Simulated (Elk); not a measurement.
# Mg2NCl: optical spectrum from first principles, part 2 of 2

Wanted: where Mg2NCl starts to absorb, how strongly, and its refractive index.

Elk 11.2.3 (patched build); DFT, PBEsol, all-electron APW+lo, Dirac cores, scalar-relativistic bands, independent-particle optical response without local fields.

So far. Step 2 (Ground state): There is a gap, 2.31 eV on this mesh (points off the mesh can give less), so no carriers' term is needed.

## Step 3: Independent particles

With the density converged, the vertical transitions are summed over the zone.

This step: DFT, PBEsol, all-electron APW+lo, Dirac cores, scalar-relativistic bands, independent-particle optical response without local fields (Elk 11.2.3 (patched build)).

Input file elk.in:

```
tasks
  121

optcomp
  1 1
  3 3

xctype
  22

nempty
  10

lorbcnd
  .true.

rgkmax
  7.0

swidth
  0.0073499

wplot
  400 100 0
  0.0 0.91873

sppath
  './'

avec
  3.1382050887 1.8118435527 11.3439824624
  -3.1382050887 1.8118435527 11.3439824624
  0.0000000000 -3.6236871055 11.3439824624

atoms
  3
  'Cl.in'
  1
  0.0000000000 0.0000000000 0.0000000000   0.000 0.000 0.000
  'Mg.in'
  2
  0.7771850000 0.7771850000 0.7771850000   0.000 0.000 0.000
  0.2228150000 0.2228150000 0.2228150000   0.000 0.000 0.000
  'N.in'
  1
  0.5000000000 0.5000000000 0.5000000000   0.000 0.000 0.000

ngridk
  7 7 7

vkloff
  0.5000 0.5000 0.5000
```

Started as:

```console
$ OMP_NUM_THREADS=2 elk
```

The log of the run:

```text
┌─────────────────────────────────┐
│ Elk code version 11.2.3 started │
└─────────────────────────────────┘

Info(readinput): the functional depends on the density's gradient
 muffin-tin radial points multiplied by    2.00000
 (not where nrmtscf is given)

┌────────────────────┐
│ Current task : 121 │
└────────────────────┘

Info(dielectric):
 dielectric tensor written to EPSILON_ij.OUT
 optical conductivity written to SIGMA_ij.OUT
 for components
  i = 1, j = 1
  i = 3, j = 3

┌──────────────────┐
│ Elk code stopped │
└──────────────────┘
```

The job ended after 3.9 s (2 threads of Arm Neoverse V1, shared host; peak memory 0.05 GiB; 7.8 s of CPU time).

This step gave:

| Quantity | Value |
| --- | --- |
| electronic dielectric constant ε∞, mean over x, y and z (by symmetry where fewer were run) | 4.811 |
| centre of weight of the strongest loss peak in the window | 19.23 eV |

The Im ε has structure finer than the step of the table below, so its rows give means over 1 eV, whole bins alone (the curve runs from 0 to 24.9 eV). Peaks (eV: height): E ∥ x 5.9: 4.69, 8.6: 6.41, 10.2: 6.14; E ∥ z 5.4: 8.98, 9.8: 5.84.

Sum at mesh points, not converged in k; values under the direct gap are tails of Lorentzian lines. Im ε against photon energy; means over each step:

```
photon energy (eV)   E ∥ x   E ∥ z
                 1  0.0545  0.0466
                 2   0.427   0.125
                 3   0.804   0.555
                 4    1.47    2.37
                 5    3.33    6.09
                 6    4.13    6.72
                 7    3.68    5.22
                 8    4.67    4.21
                 9    5.69    3.46
                10    5.20    5.28
                11    3.94    3.54
                12    3.08    2.53
                13    2.28    2.14
                14    1.51    1.05
                15   0.957   0.637
                16   0.639   0.574
                17   0.564   0.446
                18   0.406   0.395
                19   0.351   0.396
                20   0.291   0.397
                21   0.239   0.304
                22   0.235   0.282
                23   0.258   0.283
                24   0.243   0.215
```

The reflectivity at normal incidence has structure finer than the step of the table below, so its rows give means over 1 eV, whole bins alone (the curve runs from 0 to 24.9 eV). Peaks (eV: height): E ∥ x 11.2: 36.2, 15.3: 45.9, 16.8: 36.4; E ∥ z 5.4: 34.2, 11.4: 40.6, 13.8: 50.6, 16.1: 37.7.

Sum at mesh points, not converged in k. Reflectivity at normal incidence against photon energy; means over each step:

```
photon energy (eV)  E ∥ x (%)  E ∥ z (%)
                 1       13.9       15.4
                 2       15.2       16.6
                 3       16.1       19.5
                 4       18.2       24.0
                 5       20.9       29.6
                 6       21.4       30.0
                 7       19.0       26.4
                 8       22.6       25.1
                 9       28.3       19.1
                10       29.5       30.8
                11       34.9       37.5
                12       31.9       30.3
                13       37.8       41.1
                14       40.4       48.4
                15       44.3       42.7
                16       37.2       35.1
                17       33.0       25.0
                18       27.3       17.9
                19       20.8       12.1
                20       14.2       11.5
                21       9.48       8.90
                22       5.93       6.01
                23       4.42       5.70
                24       4.56       5.57
```

The loss function −Im 1/ε at q → 0 has structure finer than the step of the table below, so its rows give means over 1 eV, whole bins alone (the curve runs from 0 to 24.9 eV). Peaks (eV: height): E ∥ x 19.1: 3.14; E ∥ z 18.1: 2.71, 18.9: 2.28, 20.2: 2.28.

Sum at mesh points, not converged in k; values under the direct gap are tails of Lorentzian lines. The loss function −Im 1/ε at q → 0 by energy loss; means over each step:

```
energy loss (eV)    E ∥ x    E ∥ z
               1  0.00235  0.00168
               2   0.0157  0.00387
               3   0.0267   0.0119
               4   0.0391   0.0332
               5   0.0800   0.0604
               6    0.115    0.136
               7    0.139    0.174
               8    0.128    0.235
               9    0.163    0.241
              10    0.187    0.180
              11    0.239    0.246
              12    0.301    0.365
              13    0.336    0.320
              14    0.426    0.437
              15    0.555    0.878
              16     1.06     1.32
              17     1.42     2.17
              18     2.32     2.39
              19     2.78     2.00
              20     2.55     1.95
              21     1.82     1.74
              22     1.18     1.26
              23    0.965     1.21
              24    0.966     1.08
```

From ε follow the optical constants at some laser and lamp lines:

```
wavelength (nm)   n x    k x  R (%) x   1/α x   n z    k z  R (%) z   1/α z
           1550  2.17  0.009     13.7   14 µm  2.28  0.008     15.2   16 µm
            800  2.23  0.025     14.5  2.5 µm  2.32  0.017     15.9  3.7 µm
            532  2.27  0.196     15.3  216 nm  2.42  0.034     17.2  1.2 µm
            405  2.33  0.186     16.3  173 nm  2.60  0.092     19.8  349 nm
            365  2.37  0.240     16.9  121 nm  2.65  0.215     20.8  135 nm
            308  2.45  0.250     18.1   98 nm  2.96  0.426     25.4   58 nm
            193  2.11  0.954     20.2   16 nm  1.98  1.343     25.9   11 nm
```

Below the direct gap, k and the depth come from the tails of the Lorentzian lines, not from transitions.

Rows near the edge hang on the gap, which this functional as a rule makes too small, and phonon-assisted absorption is left out.

## Step 4: Results

```
electronic dielectric constant ε∞, mean over x, y and z (by symmetry where fewer were run) (independent particles) : 4.81
centre of weight of the strongest loss peak in the window, first axis                                              : 19.2 eV
```

At this level (PBEsol, independent particles) Mg2NCl has a mean ε∞ = 4.81 and n = 2.17 at 1550 nm (E ∥ x). On the mesh the gap is 2.31 eV and the least direct gap 2.31 eV. The static values by axis are 4.65 (x), 5.13 (z). Excitons and phonon-assisted transitions are missing, and so are local fields; PBEsol gaps are as a rule too small, which pulls the onset down and ε∞ up. The sum runs over mesh points 0.32 Å⁻¹ apart with no interpolation, so peaks are partly noise of the mesh and static values carry its error. The mesh is shifted off Γ, so gaps read from it can miss the band edges. Besides steps told in other documents, this task had 1 step that the program refused or didn't finish; those not told in a step above aren't shown.

[Machine, clock and banner lines and Python warnings are left out of the logs.]

[Logs are printed without paths, hosts, clocks, repeated set-up lines and the standing remarks that a program may print on its own settings, such as how far it seeks lower states.]

[Hosts, paths, dates, database ids (printed as entryN), source tags and the programs' standing remarks are cut or masked in the printed files.]
